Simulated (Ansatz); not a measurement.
# CaHfSe3 (model cell, started as cubic perovskite with Hf in the octahedra): a soft mode frozen in, part 2 of 2

Which phase does CaHfSe3 (model cell, started as cubic perovskite with Hf in the octahedra) fall into along its unstable mode, and how much energy does it gain?

Ansatz 0.2.0; DFT LDA, scalar-relativistic, plane waves, PAW; PAW set soft_1.

So far, highest frequency on the path or at a solved wavevector (cm⁻¹): step 2 (phonons on a q mesh) 302. Also lowest frequency on the path (cm⁻¹): step 2 -119.

The structure was built from a prototype and need not be the compound's stable phase.

**5. Energy along the mode, all amplitudes (two of the runs are shown above)**

An imaginary frequency means negative curvature, so the energy should fall and then rise again as anharmonic terms take over.

Numbers from this step:

| Item | Value |
| --- | --- |
| depth at the lowest point sampled | 58.81 meV/atom |
| largest atomic shift at that point | 0.6 Å |

The energy from the parent by largest atomic shift:

```
largest atomic shift (Å)  energy from the parent (meV/atom)
                   0.000                                  0
                   0.040                             -0.409
                   0.080                              -1.63
                   0.140                              -4.92
                   0.220                              -11.8
                   0.320                              -23.5
                   0.450                              -41.2
                   0.600                              -58.8
```

Displacement at unit largest shift by atom:

```
atom   x (Å)   y (Å)   z (Å)   size
 Ca1   0.577  -0.577  -0.577  0.999
 Hf2   0.009  -0.009  -0.009  0.016
 Se3  -0.137   0.137   0.038  0.197
 Se4  -0.137   0.038   0.137  0.197
 Se5  -0.038   0.137   0.137  0.197
```

The lowest of the steps tried is the last one, at 0.6 Å, 58.8 meV/atom below the parent; the bottom of the well need not coincide with a step.

**6. Relaxing from the distorted cell**

Starting from the lowest point found, all atoms and the cell are let go, so that strain and other modes of the same symmetry can join in.

Input file input.yaml:

```yaml
crystal:
  lattice:
    - [5.0745860677, 0.0, 0.0]
    - [0.0, 5.0745860677, 0.0]
    - [0.0, 0.0, 5.0745860677]
  atoms:
    - { symbol: Ca, position: [0.0682637277, -0.0682637277, -0.0682637277] }
    - { symbol: Hf, position: [0.5010314926, 0.4989685074, 0.4989685074] }
    - { symbol: Se, position: [0.483743248, 0.516256752, 0.0044618498] }
    - { symbol: Se, position: [0.483743248, 0.0044618498, 0.516256752] }
    - { symbol: Se, position: [-0.0044618498, 0.516256752, 0.516256752] }
kpoints:
  mp_grid: { grid: [8, 8, 8] }
hamiltonian:
  xc: lda
  pseudopotentials: { kind: paw, azcp: { folder: soft_1 }, xc_functional: pbe }
scf:
  occupations: { method: methfessel_paxton, width: 0.2 }
output:
  forces: true
  stress: true
  eigenvalues: true
relax:
  adjacent_minimum: "off"
  f_tol: 0.002
  max_steps: 120
  cell: { stress_tol: 0.03 }
```

Started as:

```bash
> ansatz run input.yaml --threads 4 --pin off --max-ram 16384MiB --backend cpu --events-out ev --progress --plain --runs-dir out
```

Numbers of over 12 decimals in the logs are rounded to 6 here.

Log:

```text
[...]
Crystal: 5 atoms, lattice volume = 130.678 Å³
Basis set: ecut = 420 eV, 2517 PW (Γ)
Bands: 51, of which v1, the nominal top of the filled ones, is band 42 counted from 1 (41 counted from 0)
Symmetry: 6 space group operations
[...]
k-points: 65 of 512 (time reversal used)
[...]
SCF iter   1: F=—  HF=-33412.316738 eV  |F-HF|=—  |Δ(HF+E_count)|=         —  Δρ=1.01e-1  dr2=3.03e1  ethr=3.10e-3  ⟨swp⟩=8.1  Hψ=13190  notcnv=0
[...]
SCF iter  11: F=-33406.321982 eV  HF=-33406.321982 eV  |F-HF|=1.09e-10  |Δ(HF+E_count)|=   1.69e-8  S|Δr|=    0.00e0  Δρ=1.39e-6  dr2=3.07e-9  ethr=1.19e-10  ⟨swp⟩=11.7  Hψ=18310  notcnv=0
SCF 1 converged in 11 iterations: F = -33406.321982 eV  dr2 = 3.07e-9
[...]
relax step   1: F+E_penalty+E_count = -33406.32198174 eV  Δ(F+E_penalty+E_count) = +0.000e0 eV  max|allowed force component| = 1.995e-1 eV/Å  Δτ_max = 0.0000 Å  P = +1.428 GPa  Ω = 130.678 Å³  (11 SCF iters, dr2 threshold 1.00e-7 eV, accepted)
Crystal: 5 atoms, lattice volume = 136.465 Å³
Basis set: ecut = 420 eV, 2663 PW (Γ)
[...]
SCF iter   8: F=-33406.411907 eV  HF=-33406.411907 eV  |F-HF|=1.73e-7  |Δ(HF+E_count)|=   1.72e-6  S|Δr|=    0.00e0  Δρ=1.13e-5  dr2=2.17e-7  ethr=5.95e-10  ⟨swp⟩=7.7  Hψ=17742  notcnv=0
SCF 2 converged in 8 iterations: F = -33406.411907 eV  dr2 = 2.17e-7
[...]
relax step   2: F+E_penalty+E_count = -33406.41190684 eV  Δ(F+E_penalty+E_count) = -8.993e-2 eV  max|allowed force component| = 1.264e-1 eV/Å  Δτ_max = 0.1482 Å  P = -0.859 GPa  Ω = 136.465 Å³  energy of the carried Pulay correction = -8.404e-4 eV  (8 SCF iters, dr2 threshold 5.00e-7 eV, accepted)
Crystal: 5 atoms, lattice volume = 135.151 Å³
Basis set: ecut = 420 eV, 2681 PW (Γ)
[...]
SCF iter  10: F=-33406.405871 eV  HF=-33406.405871 eV  |F-HF|=3.14e-8  |Δ(HF+E_count)|=   3.99e-7  S|Δr|=    0.00e0  Δρ=6.62e-6  dr2=9.26e-8  ethr=5.95e-10  ⟨swp⟩=7.4  Hψ=17521  notcnv=0
SCF 3 converged in 10 iterations: F = -33406.405871 eV  dr2 = 9.26e-8
relax step   3: F+E_penalty+E_count = -33406.40587108 eV  Δ(F+E_penalty+E_count) = +6.036e-3 eV  max|allowed force component| = 2.137e-1 eV/Å  Δτ_max = 0.1225 Å  P = +0.810 GPa  Ω = 135.151 Å³  energy of the carried Pulay correction = -6.527e-4 eV  (10 SCF iters, dr2 threshold 5.00e-7 eV, rejected (line search))
[...]
relax step   4: F+E_penalty+E_count = -33406.42220500 eV  Δ(F+E_penalty+E_count) = -1.030e-2 eV  max|allowed force component| = 3.965e-2 eV/Å  Δτ_max = 0.0482 Å  P = -0.049 GPa  Ω = 135.469 Å³  energy of the carried Pulay correction = -6.982e-4 eV  (15 SCF iters, accepted)
[...]
relax step   5: F+E_penalty+E_count = -33406.42255892 eV  Δ(F+E_penalty+E_count) = -3.539e-4 eV  max|allowed force component| = 6.014e-3 eV/Å  Δτ_max = 0.0064 Å  P = +0.019 GPa  Ω = 135.392 Å³  energy of the carried Pulay correction = -6.873e-4 eV  (7 SCF iters, dr2 threshold 9.83e-8 eV, accepted)
[...]
relax step   6: F+E_penalty+E_count = -33406.42261344 eV  Δ(F+E_penalty+E_count) = -5.452e-5 eV  max|allowed force component| = 1.491e-3 eV/Å  Δτ_max = 0.0045 Å  P = +0.004 GPa  Ω = 135.445 Å³  energy of the carried Pulay correction = -6.949e-4 eV  (10 SCF iters, dr2 threshold 4.15e-9 eV, accepted)
[...]
SCF iter   8: F=-33406.423447 eV  HF=-33406.423447 eV  |F-HF|=0.00e0  |Δ(HF+E_count)|=  7.28e-12  S|Δr|=    0.00e0  Δρ=3.33e-8  dr2=4.98e-12  ethr=1.00e-12  ⟨swp⟩=5.8  Hψ=16259  notcnv=0
SCF 7 converged in 8 iterations: F = -33406.423447 eV  dr2 = 4.98e-12
relax step   7: F+E_penalty+E_count = -33406.42344660 eV  Δ(F+E_penalty+E_count) = -8.332e-4 eV  max|allowed force component| = 1.639e-3 eV/Å  Δτ_max = 0.0000 Å  P = +0.005 GPa  Ω = 135.445 Å³  stress off target by 9.26e-3 GPa  SCF on the basis re-selected at this cell (its energy is not comparable with the rows above)  (8 SCF iters)
basis re-selected at this cell: Δ(F+E_penalty+E_count) = -8.332e-4 eV, ΔP = +0.002 GPa vs the last step (what re-selecting the basis moved, of the pressure what is left beyond the Pulay correction that the steps carried, after the strain that the cell walked since its last selection, with what the two solves' SCF thresholds leave and, on support functions, any second-order correction that the steps lacked; it is no m [...]
SCF converged after 8 iterations
[...]
Free energy (F): -33406.423447 eV
[...]
Internal energy: -33406.425765 eV  (E = F + TS)
E sigma→0 (E₀):  -33406.424026 eV
Entropy (-TS):   0.002319 eV (0.464 meV/atom)
Fermi energy:    8.428572 eV
[...]
--- Forces (eV/Å), atoms counted from 1 ---
  atom   1  Ca     0.00002414    -0.00002414    -0.00002414
  atom   2  Hf    -0.00163968     0.00163968     0.00163968
  atom   3  Se     0.00061711    -0.00061711    -0.00037726
  atom   4  Se     0.00061711    -0.00037726    -0.00061711
  atom   5  Se     0.00037726    -0.00061711    -0.00061711
  max |Σ_I F_I| component: 4.05e-6 eV/Å
--- Stress (GPa, compression-positive) ---
        0.005469      -0.001898      -0.001898
       -0.001898       0.005469       0.001898
       -0.001898       0.001898       0.005469
  P = ⅓ Tr σ = 0.0055 GPa (0.055 kbar)
--- Band table (eV; the first three rows and the last of 65) ---
  k-point 0: bands = [... 38 lower, 7.2820, 7.3185, 7.7914, 7.7914, 8.5310, 8.6044, 8.6044, 9.7285, ... 5 higher]
  k-point 1: bands = [... 38 lower, 7.0148, 7.0329, 7.4103, 7.6662, 8.5811, 8.8772, 9.1139, 9.9843, ... 5 higher]
  k-point 2: bands = [... 38 lower, 6.2334, 6.6034, 7.2036, 7.5848, 8.6010, 9.5680, 9.9668, 10.5813, ... 5 higher]
  k-point 64: bands = [... 38 lower, 4.3341, 7.9403, 7.9403, 8.4432, 9.9867, 10.9792, 11.1441, 11.1441, ... 5 higher]
--- Relaxed structure (6 steps of the walk, 5 accepted, 1 SCFs on fresh bases) ---
  F+E_penalty+E_count = -33406.42344660 eV   max|allowed force component| = 1.639e-3 eV/Å   (the final SCF, on the basis selected at the relaxed cell)
  cell:  # Å, volume = 135.4454 Å³
    - [5.137612, -0.103278, -0.103278]
    - [-0.103278, 5.137612, 0.103278]
    - [-0.103278, 0.103278, 5.137612]
  atoms:
    - { symbol: Ca, position: [0.091681, -0.091681, -0.091681] }
    - { symbol: Hf, position: [0.493760, 0.506240, 0.506240] }
    - { symbol: Se, position: [0.479217, 0.520783, 0.011555] }
    - { symbol: Se, position: [0.479217, 0.011555, 0.520783] }
    - { symbol: Se, position: [-0.011555, 0.520783, 0.520783] }
```

Wall time 1.8 min (4 threads of Arm Neoverse V2, shared host); peak memory 0.66 GiB; 7 min of CPU time.

Step by step:

```
step  energy less that of the first step (eV)  largest force component (eV/Å)  pressure (GPa)  volume (Å³)
   1                                   0.0000                          0.1995            1.43       130.68
   2                                  -0.0899                          0.1264           -0.86       136.47
   3                                  -0.0839                          0.2137            0.81       135.15
   4                                  -0.1002                          0.0397           -0.05       135.47
   5                                  -0.1006                          0.0060            0.02       135.39
   6                                  -0.1006                          0.0015            0.00       135.45
  7*                                  -0.1015                          0.0016            0.01       135.45
```

Relaxation steps marked * repeat the geometry before them on a plane-wave basis chosen anew for their cell, so energy and pressure can jump there. Relaxation step 3 was tried and not accepted.

The run keeps the 6 symmetry operations that it works with, so distortions that break them were not tested.

```
conventional cell, symmetrised  before  after  change
                         a (Å)   7.177  7.120  -0.8 %
                         b (Å)   7.177  7.120  -0.8 %
                         c (Å)   8.789  9.256  +5.3 %
              volume (Å³/atom)   26.14  27.09  +3.6 %
```

The atoms that moved most (Å, as changes of fractional coordinates times the final cell):

```
atom      dx      dy      dz  length
 Ca1   0.125  -0.125  -0.125   0.217
 Hf2  -0.039   0.039   0.039   0.067
 Se4  -0.024   0.037   0.024   0.051
 Se5  -0.037   0.024   0.024   0.051
 Se3  -0.024   0.024   0.037   0.051
```

Final coordinates:

```xyz
5
Lattice="5.1376 -0.1033 -0.1033 -0.1033 5.1376 0.1033 -0.1033 0.1033 5.1376" Properties=species:S:1:pos:R:3 pbc="T T T"
Ca    0.4900   -0.4900   -0.4900
Hf    2.4322    2.6022    2.6022
Se    2.4071    2.6273    0.0637
Se    2.4071    0.0637    2.6273
Se   -0.1669    2.7306    2.7306
```

Numbers from this step:

```
pressure        : 0.005469 GPa
volume per atom : 27.09 Å³
```

The distorted start has space group R3m; the relaxation ends in R3m.

**7. The new phase in its own primitive cell**

The relaxed structure is symmetrised, reduced to its primitive cell and relaxed tightly, as its phonons need.

input.yaml, the sections that differ from step 6:

```yaml
crystal:
  lattice:
    - [3.5598114439, 2.0552580954, 3.08545716]
    - [-3.5598114439, 2.0552580954, 3.08545716]
    - [0.0, -4.1105161908, 3.08545716]
  atoms:
    - { symbol: Ca, position: [0.0916814707, 0.0916814707, 0.0916814707] }
    - { symbol: Hf, position: [0.4937604727, 0.4937604727, 0.4937604727] }
    - { symbol: Se, position: [0.479216705, 0.9884445132, 0.479216705] }
    - { symbol: Se, position: [0.9884445132, 0.479216705, 0.479216705] }
    - { symbol: Se, position: [0.479216705, 0.479216705, 0.9884445132] }
kpoints:
  mp_grid: { grid: [9, 9, 9] }
relax:
  adjacent_minimum: "off"
  f_tol: 0.001
  max_steps: 60
  cell: { stress_tol: 0.01 }
# hamiltonian, scf, output: as in step 6
```

Log:

```text
[...]
Crystal: 5 atoms, lattice volume = 135.445 Å³
Basis set: ecut = 420 eV, 2681 PW (Γ)
Bands: 51, of which v1, the nominal top of the filled ones, is band 42 counted from 1 (41 counted from 0)
Symmetry: 6 space group operations
[...]
k-points: 85 of 729 (time reversal used)
[...]
cell:  # Å, volume = 135.4675 Å³
    - [3.559516, 2.055088, 3.086474]
    - [-3.559516, 2.055088, 3.086474]
    - [1.3415997730411806e-19, -4.110175, 3.086474]
  atoms:
    - { symbol: Ca, position: [0.091892, 0.091892, 0.091892] }
    - { symbol: Hf, position: [0.493395, 0.493395, 0.493395] }
    - { symbol: Se, position: [0.479368, 0.988296, 0.479368] }
    - { symbol: Se, position: [0.988296, 0.479368, 0.479368] }
    - { symbol: Se, position: [0.479368, 0.479368, 0.988296] }
[key lines of the parts left out:]
SCF converged after 9 iterations
Free energy (F): -33406.423454 eV
Fermi energy:    8.418325 eV
P = ⅓ Tr σ = -0.0046 GPa (-0.046 kbar)
```

Wall time 93 s (4 threads); peak memory 0.75 GiB.

Little changed from the start: no atom moved by 0.005 Å and no cell edge by 0.1 %.

This step gave:

| Item | Value |
| --- | --- |
| pressure | -0.004580 GPa |
| gap on the k-mesh | 0.1180 eV |
| direct gap on mesh | 0.7208 eV |

The largest force component left is 0.94 meV/Å and the pressure is -0.005 GPa, within the tolerances set. The cell now holds 27.09 Å³/atom.

**8. Modes of the new phase, k-mesh 9×9×9**

A relaxed structure may still be a saddle point, so its zone-centre modes are computed. No field response is asked, and the gap on the mesh is small against the smearing.

input.yaml, the sections that differ from step 7:

```yaml
crystal:
  lattice:
    - [3.5595160373, 2.0550875423, 3.0864742047]
    - [-3.5595160373, 2.0550875423, 3.0864742047]
    - [0.0, -4.1101750846, 3.0864742047]
  atoms:
    - { symbol: Ca, position: [0.0918923567, 0.0918923567, 0.0918923567] }
    - { symbol: Hf, position: [0.4933948237, 0.4933948237, 0.4933948237] }
    - { symbol: Se, position: [0.4793682638, 0.9882961586, 0.4793682638] }
    - { symbol: Se, position: [0.9882961586, 0.4793682638, 0.4793682638] }
    - { symbol: Se, position: [0.4793682638, 0.4793682638, 0.9882961586] }
output:
  eigenvalues: true
phonons:
  method: dfpt
# kpoints, hamiltonian, scf: as in step 7
# relax: removed
```

Log:

```text
[...]
Crystal: 5 atoms, lattice volume = 135.468 Å³
Basis set: ecut = 420 eV, 2681 PW (Γ), exchange–correlation on 72×72×72 points (8 copies of the dense FFT grid, shifted against one another)
Bands: 51, of which v1, the nominal top of the filled ones, is band 42 counted from 1 (41 counted from 0)
Symmetry: 6 space group operations
k-points: 365 of 729 (irreducible under 1 space group operation, time reversal used)
[...]
SCF iter   1: F=—  HF=-33412.476714 eV  |F-HF|=—  |Δ(HF+E_count)|=         —  Δρ=9.93e-2  dr2=3.03e1  ethr=3.10e-3  ⟨swp⟩=8.3  Hψ=74491  notcnv=0
[...]
SCF iter  14: F=-33406.423457 eV  HF=-33406.423457 eV  |F-HF|=0.00e0  |Δ(HF+E_count)|=  7.28e-12  S|Δr|=    0.00e0  Δρ=5.86e-8  dr2=5.74e-12  ethr=1.00e-12  ⟨swp⟩=13.5  Hψ=122948  notcnv=0
SCF 1 converged in 14 iterations: F = -33406.423457 eV  dr2 = 5.74e-12
[...]
DFPT response loops at Γ: preconditioner auto → Kerker (q_TF=auto, 2.519 Å⁻¹) (partly filled bands, converged f_vac=0.139); β = 1.00, the filter's whole step (`scf.mixing.beta` (0.50) is not read by the response loops under this deck's `scf.mixing.preconditioner`; to damp them name `kerker` or `kerker_dos`, under which they read `scf.mixing.beta`, and type it under 1.00, their step now; both keys bind the ground state too); Broyden in place of MSR1
SCF converged after 14 iterations
[...]
Free energy (F): -33406.423457 eV
[...]
Internal energy: -33406.426264 eV  (E = F + TS)
E sigma→0 (E₀):  -33406.424159 eV
Entropy (-TS):   0.002807 eV (0.561 meV/atom)
Fermi energy:    8.418325 eV
[...]
--- Band table (eV; the first three rows and the last of 365) ---
  k-point 0: bands = [... 38 lower, 7.2812, 7.3238, 7.7931, 7.7931, 8.5139, 8.5968, 8.5968, 9.7280, ... 5 higher]
  k-point 1: bands = [... 38 lower, 7.0619, 7.0973, 7.4636, 7.6798, 8.5664, 8.8086, 9.0215, 9.9330, ... 5 higher]
  k-point 2: bands = [... 38 lower, 6.4135, 6.6803, 7.2220, 7.5993, 8.5859, 9.4030, 9.7692, 10.4372, ... 5 higher]
  k-point 364: bands = [... 38 lower, 6.0882, 6.4509, 6.6702, 7.3659, 9.1179, 10.4063, 10.9042, 11.1292, ... 5 higher]
--- Phonons (Γ-DFPT): 6 representative perturbations + reference, on 365 of 729 k-points (Σ response iterations 26) ---
  k mesh reduced under 1 symmetry operation, with k and −k counted as one. Each operation leaves every solved perturbation unchanged. A smaller set is not used because it would not reduce the number of displacements times k-points to solve
  ASR residual: 5.248e-5 → 0.000e0 eV/Å²; symmetrization residual: 2.965e-5 eV/Å²
  ASR residual per site (eV/Å²): 4.01e-5 1.47e-5 5.25e-5 5.25e-5 5.25e-5
[...]
non-analytic LO–TO correction: not included (Born effective charges unavailable; polar crystals: no LO–TO splitting at Γ)
```

Elapsed: 10 min, on 4 threads; peak memory 6.7 GiB.

This step gave:

```
sum-rule residual before enforcement                    : 5.25e-5 eV/Å²
point group                                             : 3m
highest optical mode at the zone centre (no LO-TO term) : 241.1 cm⁻¹
lowest optical zone-centre mode                         : -68.66 cm⁻¹
```

Patterns of degenerate modes are one choice out of their space. The modes at Γ (shares of kinetic energy by element, %) (negative means imaginary):

```
mode  frequency (cm⁻¹)  symmetry  Ca %  Hf %  Se %
   1             -68.7         E    42     0    58
   2             -68.7         E    42     0    58
   3             -66.8        A2     0     0   100
   4             -24.4         E     5    50    45
   5             -24.4         E     5    50    45
   6               0.0  acoustic     9    39    52
   7               0.0  acoustic     9    39    52
   8               0.0  acoustic     9    39    52
   9              46.1        A1     9    49    42
  10             116.4         E    43     0    56
  11             116.4         E    43     0    56
  12             170.6        A1    81     1    19
  13             219.3         E     0    11    89
  14             219.3         E     0    11    89
  15             241.1        A1     1    11    87
```

Displacements in mode 1 (-68.7 cm⁻¹), the largest set to 1:
```
Ca1  0.04  1.00  0.00
Hf2  0.00  0.02  0.00
Se3 -0.31 -0.38 -0.17
Se4  0.31 -0.35 -0.20
Se5 -0.02  0.17  0.37
```

Displacements in mode 15 (241.1 cm⁻¹), the largest set to 1:
```
Ca1  0.00  0.00 -0.31
Hf2  0.00  0.00  0.43
Se3  0.87 -0.50 -0.27
Se4 -0.87 -0.50 -0.27
Se5  0.00  1.00 -0.27
```

Before it was imposed, the acoustic sum rule was missed by 5.2e-5 eV/Å². Small misses are needed for a sound result but don't prove that mesh and cutoff are converged. The lowest optical mode is imaginary, 68.7i cm⁻¹, so the energy falls along it.

**9. Results**

| Property | Result |
| --- | --- |
| unstable mode of the parent | q = (0, 0, 0), 119i cm⁻¹ |
| depth at the lowest point sampled | 58.8 meV/atom |
| largest atomic shift at that point | 0.6 Å |
| space group reached (within 0.01 Å) | R3m |
| energy gained over the parent (first relaxation, on the mesh of the frozen mode) | 79.1 meV/atom |
| volume per atom, phase reached | 27.1 Å³ |
| gap on the k-mesh, phase reached | 0.118 eV |
| lowest optical zone-centre mode, phase reached | -68.7 cm⁻¹ |
| highest optical mode at the zone centre (no LO-TO term), phase reached | 241 cm⁻¹ |

**Reading.** Along this mode the structure falls into R3m, 79.1 meV/atom below the parent. At the parent's cell the well is 58.81 meV/atom deep on the steps tried, with its lowest point at a shift of 0.6 Å. That is the last step tried, so the steps alone don't bracket the bottom of the well. Relaxing atoms and cell changes the gain by +20.29 meV/atom against the lowest step (energies at zero smearing). The new phase still has an imaginary mode at the zone centre of its cell, so it is a saddle point on the way to a lower structure. Of the 5 patterns followed to their end from this parent, this one ends 23.7 meV/atom above the lowest, P4mm. Each path keeps the symmetry of its pattern, so a lower phase may lie along a pattern not tried. With no gap, or one that is small against the smearing, the frequencies hang on the k mesh and the smearing, most of all near Kohn anomalies. A semilocal functional can close a gap that the real compound would have, so the metallic treatment may be an artefact of the level. Spin-orbit coupling is left out, which can matter for the heavy elements here. The PAW files were made for PBE and serve the other functionals too. The starting cell was built on a prototype and not taken from a measurement, so the phase need not exist.

[Logs are printed without paths, hosts, clocks, repeated set-up lines and the standing remarks that a program may print on its own settings, such as how far it seeks lower states.]

[Hosts, paths, dates, database ids (printed as entryN), source tags and the programs' standing remarks are cut or masked in the printed files.]
